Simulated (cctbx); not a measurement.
## Accept or mend?

Cell a = 13.1690 Å, b = 13.1690 Å, c = 9.2090 Å, α = 90.00°, β = 90.00°, γ = 90.00°; space group I4/m (no. 87). The compound is CsV4I13.

The data are simulated with cctbx, not measured: Cu Kα, λ = 1.54184 Å, to d = 0.8 Å, 80 % of the full sphere, strongest reflection 40000 counts, noise from counting, a 3 % proportional error and a noise floor of 8 counts (s.d.); no absorption.

An anisotropic refinement with weights 1/σ² prints:

```text
Rint 0.031, 867 unique reflections to 0.80 A
cycle     R1     wR2    GooF  max shift (A)
   1  0.1886  0.4285  16.287   0.00433
   2  0.1825  0.3965  15.068   0.00002
final R1 0.1825 wR2 0.3965 GooF 15.068  parameters 19  data/parameter 45.6
atom        x        y        z      Ueq    occ   su(xyz)  su(Uiso or U11)
Cs1    0.00000  0.00000  0.50000   0.0195  1.000  0.00000  0.0026
I1     0.29138  0.40443  0.73490   0.0131  1.000  0.00030  0.0013
I2     0.09812  0.34821  0.50000   0.0169  1.000  0.00032  0.0022
I3     0.00000  0.00000  0.00000   0.0100  1.000  0.00000  0.0021
difference map: max 51.35 min -5.04 rms 2.07
Q1    0.0168  0.2972  0.0000    8   52.92  2.61 A from I2
Q2    0.0985  0.3546  0.5000    8   17.38  0.08 A from I2
Q3    0.0920  0.7919  0.2287   16   16.84  0.07 A from I1
Q4    0.0000  0.0000  0.5000    2   15.24  0.00 A from Cs1
Q5    0.0000  0.0000  0.0000    2   10.20  0.00 A from I3
Q6    0.0000  0.0000  0.2335    4    5.24  2.15 A from I3
```

**Question.** Can this result stand? If not, what is the likely fault?

Mend it. The fault: an atom left out, V at (0.0167, 0.2960, 0). Against the right model at the same level, R1 goes from 0.0116 to 0.1825 and GooF from 0.95 to 15.07, U of I3 shrinks from 0.0172 to 0.0100 Å², U of I1 shrinks from 0.0197 to 0.0131 Å² and the top difference peak, 52.9 e/Å³, lies 2.61 Å from I2. Q1 is the missing atom. With scattering power missing, scale and phases suffer, so peaks may also grow on the heavy atoms.

The compound is CsV4I13. The right model at the same level gives:

```text
Rint 0.031, 867 unique reflections to 0.80 A
cycle     R1     wR2    GooF  max shift (A)
   1  0.0372  0.0910   3.472   0.00397
   2  0.0116  0.0249   0.948   0.00000
final R1 0.0116 wR2 0.0249 GooF 0.948  parameters 25  data/parameter 34.7
atom        x        y        z      Ueq    occ   su(xyz)  su(Uiso or U11)
Cs1    0.00000  0.00000  0.50000   0.0238  1.000  0.00000  0.0001
I1     0.29160  0.40459  0.73459   0.0197  1.000  0.00002  0.0001
I2     0.09799  0.34831  0.50000   0.0230  1.000  0.00002  0.0001
I3     0.00000  0.00000  0.00000   0.0172  1.000  0.00000  0.0001
V1     0.01671  0.29592  0.00000   0.0283  1.000  0.00006  0.0003
difference map: max 0.80 min -0.66 rms 0.13
Q1    0.0000  0.0000  0.3812    4    0.81  1.09 A from Cs1
Q2    0.0000  0.0000  0.5000    2    0.54  0.00 A from Cs1
Q3    0.1337  0.2772  0.0000    8    0.51  1.56 A from V1
Q4    0.0716  0.7204  0.5000    8    0.49  2.41 A from I2
Q5    0.0802  0.1709  0.1040   16    0.44  2.08 A from V1
Q6    0.1592  0.2180  0.1075   16    0.43  2.10 A from I1
```

The model is made up (kin elements in a known structure type, no relaxation), so it says nothing on whether the phase exists.

[Middle refinement cycles are left out of these outputs.]

[Logs are printed without paths, hosts, clocks, repeated set-up lines and the standing remarks that a program may print on its own settings, such as how far it seeks lower states.]
